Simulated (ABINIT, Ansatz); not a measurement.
# KCl (Sylvite): changed settings of a GW run in ABINIT

Aim: change inputs of a GW run on KCl (Sylvite) and see what moves.

Main program and level: ABINIT 10.8.3; PBE and many-body steps on it, plane waves.

## (1) Set-up

It takes space group Fm-3m (No. 225, cubic). Conventional cell: a = 6.293 Å, b = 6.293 Å, c = 6.293 Å, α = 90.00°, β = 90.00°, γ = 90.00°. K has 6 Cl at 3.15 Å nearest. Cl has 6 K at 3.15 Å nearest. Farther neighbours and most contacts between anions are not listed.

The cell and positions come from the Crystallography Open Database and are kept as given unless a step says otherwise.

## (2) Screening, 4×4×4 mesh, 83 bands, screening to 141.5 eV

This step: ABINIT 10.8.3; RPA screening on PBE, plane waves, norm-conserving pseudopotentials.

The RPA dielectric matrix is built and inverted for each q.

run.abi

```
acell 3*1.0 Angstrom
rprim 
  -0.000000000000 3.146470000000 3.146470000000
  3.146470000000 0.000000000000 3.146470000000
  3.146470000000 3.146470000000 -0.000000000000
ntypat 2
znucl 19 17
natom 2
typat 1 2
xred 
  0.000000000000 0.000000000000 0.000000000000
  0.500000000000 0.500000000000 0.500000000000
pp_dirpath "pseudos"
pseudos "K.upf, Cl.upf"
ecut 33
ngkpt 4 4 4
nshiftk 1
shiftk 0 0 0
kptopt 1
chksymbreak 0
istwfk *1
occopt 1
irdwfk 1
optdriver 3
nband 83
ecuteps 5.2
inclvkb 2
awtr 1
symchi 1
indata_prefix "in"
outdata_prefix "out"
tmpdata_prefix "tmp"
```

The run is started by

```console
$ OMP_NUM_THREADS=1 mpirun -n 4 abinit run.abi > log
```

The program printed:

```text
.Version 10.8.3 of ABINIT. v10.8.2 released Aug 2026.

 Symmetries : space group Fm -3 m (#225); Bravais cF (face-center cubic)
[... echo of the input left out ...]
== DATASET  1 ==================================================================
-   mpi_nproc: 4, omp_nthreads: 1 (-1 if OMP is not activated)

--- !DatasetInfo
iteration_state: {dtset: 1, }
dimensions: {natom: 2, nkpt: 8, mband: 83, nsppol: 1, nspinor: 1, nspden: 1, mpw: 3839, }
cutoff_energies: {ecut:  33.0, pawecutdg:  -1.0, }
electrons: {nelect:   1.60000000E+01, charge:   0.00000000E+00, occopt:   1.00000000E+00, tsmear:   1.00000000E-02, }

 SCREENING: Calculation of the susceptibility and dielectric matrices

 Based on a program developped by R.W. Godby, V. Olevano, G. Onida, and L. Reining.
 Incorporated in ABINIT by V. Olevano, G.-M. Rignanese, and M. Torrent.
.Using double precision arithmetic ; gwpc =  8

[... cell and pseudopotentials left out ...]
--------------------------------------------------------------------------------

 ==== K-mesh for the wavefunctions ====
 Number of points in the irreducible wedge :     8
[... list of points left out ...]
 Together with 48 symmetry operations and time-reversal symmetry
 yields    64 points in the full Brillouin Zone.

 ==== Q-mesh for the screening function ====
 Number of points in the irreducible wedge :     8
[... list of points left out ...]
 Together with 48 symmetry operations and time-reversal symmetry
 yields    64 points in the full Brillouin Zone.

 setmesh: FFT mesh size selected  =    32x   32x   32
          total number of points  =        32768

 vcoul_init : cutoff-mode = AUXILIARY_FUNCTION
 q-points for optical limit:   1
     1)      0.000010    0.000020    0.000030

- screening: taking advantage of time-reversal symmetry
- Maximum band index for partially occupied states nbvw = 8
- Remaining bands to be divided among processors   nbcw = 75
- Number of bands treated by each node ~18

 Number of electrons calculated from density =   16.0000; Expected =   16.0000
 average of density, n =  0.038056
 r_s =    1.8443
 omega_plasma =   18.8177 [eV]

 calculating chi0 at frequencies [eV] :
  1    0.000000E+00    0.000000E+00
  2    0.000000E+00    1.881772E+01

--------------------------------------------------------------------------------
  q-point number  1        q = ( 0.000000, 0.000000, 0.000000) [r.l.u.]
--------------------------------------------------------------------------------
[... chi0 elements left out ...]
 For q-point:  0.000010 0.000020 0.000030
  dielectric constant =   2.1768
  dielectric constant without local fields =   2.5833

  Average fulfillment of the sum rule on Im[epsilon] for q-point    1 :     65.00  [%]
[... wings left out ...]
  q-point number  2        q = ( 0.250000, 0.000000, 0.000000) [r.l.u.]
--------------------------------------------------------------------------------
[... chi0 elements left out ...]
  Average fulfillment of the sum rule on Im[epsilon] for q-point    2 :     74.68  [%]

 [... 6 further q-points ...]
```

The job ended after 31 s (4 MPI ranks of Intel Xeon Platinum 8259CL at 2.50GHz (Skylake/Cascade Lake), shared host; peak memory 0.89 GiB; 2.1 min of CPU time).

This step gave:

```yaml
eps_infinity_with_local_fields_on_this_mesh_along_the_program_s_q_direction: 2.177
the_same_without_local_fields: 2.583
plasma_frequency: 18.82 eV
plane_waves_in_the_screening_matrix: 259
```

Local fields lower ε∞ by 16 %.

## (3) Base

The self-energy is evaluated for the states that the input lists, and the levels follow from it, in one-shot runs by the linearised quasiparticle equation.

This step: G0W0 on PBE, plane waves, norm-conserving pseudopotentials.

Changes to run.abi since step 2:

```diff
@@ -23,8 +23,15 @@
 irdwfk 1
-optdriver 3
+optdriver 4
 nband 83
+gwcalctyp 0
+ecutsigx 33
+symsigma 1
+nkptgw 1
+kptgw 
+  0.0000000000 0.0000000000 0.0000000000
+bdgw 
+  6 12
 ecuteps 5.2
-inclvkb 2
-awtr 1
-symchi 1
+irdscr 1
+ppmodel 1
 indata_prefix "in"
```

The program printed:

```text
.Version 10.8.3 of ABINIT. v10.8.2 released Aug 2026.

 Symmetries : space group Fm -3 m (#225); Bravais cF (face-center cubic)
[... echo of the input left out ...]
== DATASET  1 ==================================================================
-   mpi_nproc: 4, omp_nthreads: 1 (-1 if OMP is not activated)

--- !DatasetInfo
iteration_state: {dtset: 1, }
dimensions: {natom: 2, nkpt: 8, mband: 83, nsppol: 1, nspinor: 1, nspden: 1, mpw: 3839, }
cutoff_energies: {ecut:  33.0, pawecutdg:  -1.0, }
electrons: {nelect:   1.60000000E+01, charge:   0.00000000E+00, occopt:   1.00000000E+00, tsmear:   1.00000000E-02, }

 SIGMA: Calculation of the GW corrections

 Based on a program developped by R.W. Godby, V. Olevano, G. Onida, and L. Reining.
 Incorporated in ABINIT by V. Olevano, G.-M. Rignanese, and M. Torrent.
.Using double precision arithmetic ; gwpc =  8

[... cell and pseudopotentials left out ...]
--------------------------------------------------------------------------------

 ==== K-mesh for the wavefunctions ====
 Number of points in the irreducible wedge :     8
[... list of points left out ...]
 Together with 48 symmetry operations and time-reversal symmetry
 yields    64 points in the full Brillouin Zone.

 ==== Q-mesh for screening function ====
 Number of points in the irreducible wedge :     8
[... list of points left out ...]
 Together with 48 symmetry operations and time-reversal symmetry
 yields    64 points in the full Brillouin Zone.

 vcoul_init : cutoff-mode = AUXILIARY_FUNCTION
 q-points for optical limit:   1
     1)      0.000010    0.000020    0.000030
 setmesh: FFT mesh size selected  =    45x   45x   45
          total number of points  =        91125

 Number of electrons calculated from density =   16.0000; Expected =   16.0000
 average of density, n =  0.038056
 r_s =    1.8443
 omega_plasma =   18.8177 [eV]

 === KS Band Gaps ===
  >>>> For spin  1
   Minimum direct gap =   5.1895 [eV], located at k-point      :   0.0000  0.0000  0.0000
   Fundamental gap    =   5.1895 [eV], Top of valence bands at :   0.0000  0.0000  0.0000
                                       Bottom of conduction at :   0.0000  0.0000  0.0000
 SIGMA fundamental parameters:
 PLASMON POLE MODEL  1
 number of plane-waves for SigmaX                 3839
 number of plane-waves for SigmaC and W            259
 number of plane-waves for wavefunctions          3839
 number of bands                                    83
 number of independent spin polarizations            1
 number of spinorial components                      1
 number of k-points in IBZ                           8
 number of q-points in IBZ                           8
 number of symmetry operations                      48
 number of k-points in BZ                           64
 number of q-points in BZ                           64
 number of frequencies for dSigma/dE                 9
 frequency step for dSigma/dE [eV]                0.25
 number of omega for Sigma on real axis              0
 max omega for Sigma on real axis  [eV]           0.00
 zcut for avoiding poles [eV]                     0.10

 EPSILON^-1 parameters (SCR file):
 dimension of the eps^-1 matrix on file            259
 dimension of the eps^-1 matrix used               259
 number of plane-waves for wavefunctions          3839
 number of bands                                    83
 number of q-points in IBZ                           8
 number of frequencies                               2
 number of real frequencies                          1
 number of imag frequencies                          1

 matrix elements of self-energy operator (all in [eV])

 Perturbative Calculation

--- !SelfEnergy_ee
iteration_state: {dtset: 1, }
kpoint     : [   0.000,    0.000,    0.000, ]
spin       : 1
KS_gap     :    5.190
QP_gap     :    7.964
Delta_QP_KS:    2.775
data: !SigmaeeData |
     Band     E0 <VxcDFT>   SigX SigC(E0)      Z dSigC/dE  Sig(E)    E-E0       E
        6  -0.231 -14.148 -18.664   2.083   0.811  -0.233 -16.122  -1.974  -2.206
        7  -0.231 -14.148 -18.664   2.083   0.811  -0.233 -16.122  -1.974  -2.206
        8  -0.231 -14.148 -18.664   2.083   0.811  -0.233 -16.122  -1.974  -2.206
        9   4.958  -6.955  -3.245  -2.793   0.874  -0.144  -6.154   0.801   5.759
       10   8.135  -8.956  -4.051  -2.823   0.870  -0.149  -7.144   1.812   9.947
       11   8.135  -8.956  -4.051  -2.823   0.870  -0.149  -7.144   1.812   9.947
       12   8.135  -8.956  -4.051  -2.823   0.870  -0.149  -7.144   1.812   9.947

== END DATASET(S) ==============================================================
================================================================================

 -outvars: echo values of variables after computation  --------
           etotal      0.0000000000E+00
            nband          83
             nkpt           8
          spgroup         225
 [... the other variables as echoed above ...]

 Calculation completed.
```

Elapsed: 9.3 s, on 4 MPI ranks; peak memory 0.94 GiB.

This step gave:

```yaml
g0w0_gap_on_the_points_computed: 7.965 eV
starting_gap_on_the_mesh: 5.190 eV
k_of_the_valence_top: 0, 0, 0
k_of_the_conduction_bottom: 0, 0, 0
z_at_the_valence_top: 0.811
z_at_the_conduction_bottom: 0.874
least_direct_g0w0_gap_on_the_computed_points: 7.965 eV
```

The gap on the mesh goes from 5.19 eV to 7.96 eV, a correction of +2.78 eV.

## (4) Scissors in G

Changes to run.abi since step 3:

```diff
@@ -36,2 +36,3 @@
 ppmodel 1
+mbpt_sciss 0.5 eV
 indata_prefix "in"
```

The program printed:

```text
.Version 10.8.3 of ABINIT. v10.8.2 released Aug 2026.

 Symmetries : space group Fm -3 m (#225); Bravais cF (face-center cubic)
[... echo of the input left out ...]
== DATASET  1 ==================================================================
-   mpi_nproc: 4, omp_nthreads: 1 (-1 if OMP is not activated)

--- !DatasetInfo
iteration_state: {dtset: 1, }
dimensions: {natom: 2, nkpt: 8, mband: 83, nsppol: 1, nspinor: 1, nspden: 1, mpw: 3839, }
cutoff_energies: {ecut:  33.0, pawecutdg:  -1.0, }
electrons: {nelect:   1.60000000E+01, charge:   0.00000000E+00, occopt:   1.00000000E+00, tsmear:   1.00000000E-02, }

 SIGMA: Calculation of the GW corrections

 Based on a program developped by R.W. Godby, V. Olevano, G. Onida, and L. Reining.
 Incorporated in ABINIT by V. Olevano, G.-M. Rignanese, and M. Torrent.
.Using double precision arithmetic ; gwpc =  8

[... cell and pseudopotentials left out ...]
--------------------------------------------------------------------------------

 ==== K-mesh for the wavefunctions ====
 Number of points in the irreducible wedge :     8
[... list of points left out ...]
 Together with 48 symmetry operations and time-reversal symmetry
 yields    64 points in the full Brillouin Zone.

 ==== Q-mesh for screening function ====
 Number of points in the irreducible wedge :     8
[... list of points left out ...]
 Together with 48 symmetry operations and time-reversal symmetry
 yields    64 points in the full Brillouin Zone.

 vcoul_init : cutoff-mode = AUXILIARY_FUNCTION
 q-points for optical limit:   1
     1)      0.000010    0.000020    0.000030
 setmesh: FFT mesh size selected  =    45x   45x   45
          total number of points  =        91125

 Number of electrons calculated from density =   16.0000; Expected =   16.0000
[...]
number of frequencies for dSigma/dE                 9
 frequency step for dSigma/dE [eV]                0.25
 number of omega for Sigma on real axis              0
 max omega for Sigma on real axis  [eV]           0.00
 zcut for avoiding poles [eV]                     0.10
 scissor energy [eV]                              0.50

 EPSILON^-1 parameters (SCR file):
 dimension of the eps^-1 matrix on file            259
 dimension of the eps^-1 matrix used               259
 number of plane-waves for wavefunctions          3839
 number of bands                                    83
 number of q-points in IBZ                           8
 number of frequencies                               2
 number of real frequencies                          1
 number of imag frequencies                          1

 matrix elements of self-energy operator (all in [eV])

 Perturbative Calculation

--- !SelfEnergy_ee
iteration_state: {dtset: 1, }
kpoint     : [   0.000,    0.000,    0.000, ]
spin       : 1
KS_gap     :    5.190
QP_gap     :    8.005
Delta_QP_KS:    2.816
data: !SigmaeeData |
     Band     E0 <VxcDFT>   SigX SigC(E0)      Z dSigC/dE  Sig(E)    E-E0       E
        6  -0.231 -14.148 -18.664   2.106   0.812  -0.232 -16.105  -1.958  -2.189
        7  -0.231 -14.148 -18.664   2.106   0.812  -0.232 -16.105  -1.958  -2.189
        8  -0.231 -14.148 -18.664   2.106   0.812  -0.232 -16.105  -1.958  -2.189
        9   4.958  -6.955  -3.245  -2.800   0.874  -0.144  -6.097   0.858   5.816
       10   8.135  -8.956  -4.051  -2.830   0.871  -0.149  -7.085   1.872  10.007
       11   8.135  -8.956  -4.051  -2.830   0.871  -0.149  -7.085   1.872  10.007
       12   8.135  -8.956  -4.051  -2.830   0.871  -0.149  -7.085   1.872  10.007

== END DATASET(S) ==============================================================
================================================================================

 -outvars: echo values of variables after computation  --------
           etotal      0.0000000000E+00
            nband          83
             nkpt           8
          spgroup         225
 [... the other variables as echoed above ...]

 Calculation completed.
```

Elapsed: 8.7 s, on 4 MPI ranks; peak memory 0.78 GiB.

Numbers from this step:

```
G0W0 gap on the points computed              : 8.005 eV
starting gap on the mesh                     : 5.190 eV
k of the valence top                         : 0, 0, 0
k of the conduction bottom                   : 0, 0, 0
Z at the valence top                         : 0.812
Z at the conduction bottom                   : 0.874
least direct G0W0 gap on the computed points : 8.005 eV
```

## (5) Another k mesh than the file's

Changes to run.abi since step 4:

```diff
@@ -15,3 +15,3 @@
 ecut 33
-ngkpt 4 4 4
+ngkpt 5 5 5
 nshiftk 1
@@ -36,3 +36,2 @@
 ppmodel 1
-mbpt_sciss 0.5 eV
 indata_prefix "in"
```

The program printed:

```text
.Version 10.8.3 of ABINIT. v10.8.2 released Aug 2026.

 Symmetries : space group Fm -3 m (#225); Bravais cF (face-center cubic)
================================================================================
 Values of the parameters that define the memory need of the present run
     intxc =       0    ionmov =       0      iscf =       7    lmnmax =       6
     lnmax =       6     mgfft =      45  mpssoang =       3    mqgrid =    3001
     natom =       2  nloc_mem =       1    nspden =       1   nspinor =       1
    nsppol =       1      nsym =      48    n1xccc =    2501    ntypat =       2
    occopt =       1   xclevel =       2
-    mband =          83        mffmem =           1         mkmem =           3
       mpw =        3839          nfft =       91125          nkpt =          10
================================================================================
  Rough estimation (10% accuracy) of disk space for files :
================================================================================

--------------------------------------------------------------------------------
------------- Echo of variables that govern the present computation ------------
--------------------------------------------------------------------------------
 -outvars: echo values of preprocessed input variables --------
            acell      1.8897261259E+00  1.8897261259E+00  1.8897261259E+00 Bohr

             bdgw           6      12
      chksymbreak           0
             ecut      3.30000000E+01 Hartree
          ecuteps      5.20000000E+00 Hartree
         ecutsigx      3.30000000E+01 Hartree
          ecutwfn      3.30000000E+01 Hartree
-          fftalg         312
           irdscr           1
           irdwfk           1

              ixc     -101130
[...]
.Using double precision arithmetic ; gwpc =  8

 Real(R)+Recip(G) space primitive vectors, cartesian coordinates (Bohr,Bohr^-1):
 R(1)=  0.0000000  5.9459666  5.9459666  G(1)= -0.0840906  0.0840906  0.0840906
 R(2)=  5.9459666  0.0000000  5.9459666  G(2)=  0.0840906 -0.0840906  0.0840906
 R(3)=  5.9459666  5.9459666  0.0000000  G(3)=  0.0840906  0.0840906 -0.0840906
 Unit cell volume ucvol=  4.2043357E+02 bohr^3
 Angles (23,13,12)=  6.00000000E+01  6.00000000E+01  6.00000000E+01 degrees

--- Pseudopotential description ------------------------------------------------
- K Generated using ONCVPSP code by D. R. Hamann
- 19.00000   9.00000  171031                  znucl, zion, pspdat
12 -101130 2 -1 2222                          pspcod,pspxc,lmax,lloc,mmax
     nproj     2     2     2
  pspatm : epsatm=    8.42413758
         --- l  ekb(1:nproj) -->
[...]
pspatm: atomic psp has been read  and splines computed

- Cl Generated using ONCVPSP code by D. R. Hamann
- 17.00000   7.00000  171031                  znucl, zion, pspdat
12 -101130 2 -1 1028                          pspcod,pspxc,lmax,lloc,mmax
     nproj     2     2     2
  pspatm : epsatm=    9.12776517
         --- l  ekb(1:nproj) -->
[...]
1    3.821713    1.107519
             2   -2.938609   -0.805455
 pspatm: atomic psp has been read  and splines computed

   2.80830444E+02                                ecore*ucvol(ha*bohr**3)
--------------------------------------------------------------------------------

--- !ERROR
message: |
    Cannot continue, basic dimensions/parameters reported in the header do not agree with input file.
    Check consistency between the content of the WFK external file and the input file.

--- !ERROR
message: |
    Cannot continue, basic dimensions/parameters reported in the header do not agree with input file.
    Check consistency between the content of the WFK external file and the input file.

--- from the log ---
Cannot continue, basic dimensions/parameters reported in the header do not agree with input file.
    Check consistency between the content of the WFK external file and the input file.
```

Run time: 2.5 s. Hardware: 4 MPI ranks; peak memory 0.06 GiB; 6.8 s of CPU time.

The run stopped with an error after 2.5 s.

The program's words: Cannot continue, basic dimensions/parameters reported in the header do not agree with input file. Check consistency between the content of the WFK external file and the input file.

The fault put into this input: another k mesh than the file's.

## (6) The runs together

Times are wall times on 4 MPI ranks of Intel Xeon Platinum 8259CL at 2.50GHz (Skylake/Cascade Lake), shared host, good to a factor of about two. A run's time includes the screening step that it read.

| run | mesh | bands | screening cutoff (eV) | DFT gap (eV) | gap on the mesh (eV) | direct (eV) | ε∞ used | time |
| --- | --- | --- | --- | --- | --- | --- | --- | --- |
| base | 4×4×4 | 83 | 141.5 | 5.190 | 7.965 | 7.965 | 2.18 | 41 s |
| scissors in G | 4×4×4 | 83 | 141.5 | 5.190 | 8.005 | 8.005 | 2.18 | 40 s |

## (7) Results

```yaml
base: 7.965 eV
scissors_in_g: 8.005 eV
known_limits: not at the basis limit
```

Scissors in G: +0.040 eV against base (keys changed: mbpt_sciss). Bands and cutoff are finite, so the gap is not at the basis limit. The miss can reach some tenths of an eV and take either sign; the mesh is an error of its own. In the first G0W0 run levels were corrected at 1 k point alone, so a gap called «on the mesh» is the least over those, and an edge elsewhere would be missed.

[Paths, hosts, dates, memory and timing lines, banners, echoed tables and standing remarks are left out of the program output.]

[Logs are printed without paths, hosts, clocks, repeated set-up lines and the standing remarks that a program may print on its own settings, such as how far it seeks lower states.]

[Runs of the session that timed out or met a known fault of the program may be left out.]

[No measured gap is set beside runs whose start may be inverted or whose files or cutoffs have a known fault.]

[Hosts, paths, dates, database ids (printed as entryN), source tags and the programs' standing remarks are cut or masked in the printed files.]

[G0W0 gaps are taken among the corrected bands and points alone; a level outside them can change the order at an edge.]

[Where Ansatz stands beside ABINIT at settings called matched, ABINIT's density can come from a denser mesh and the files from another edition; pairs whose starting gaps differed by over 0.03 eV were left out, so agreement reads better than it is.]
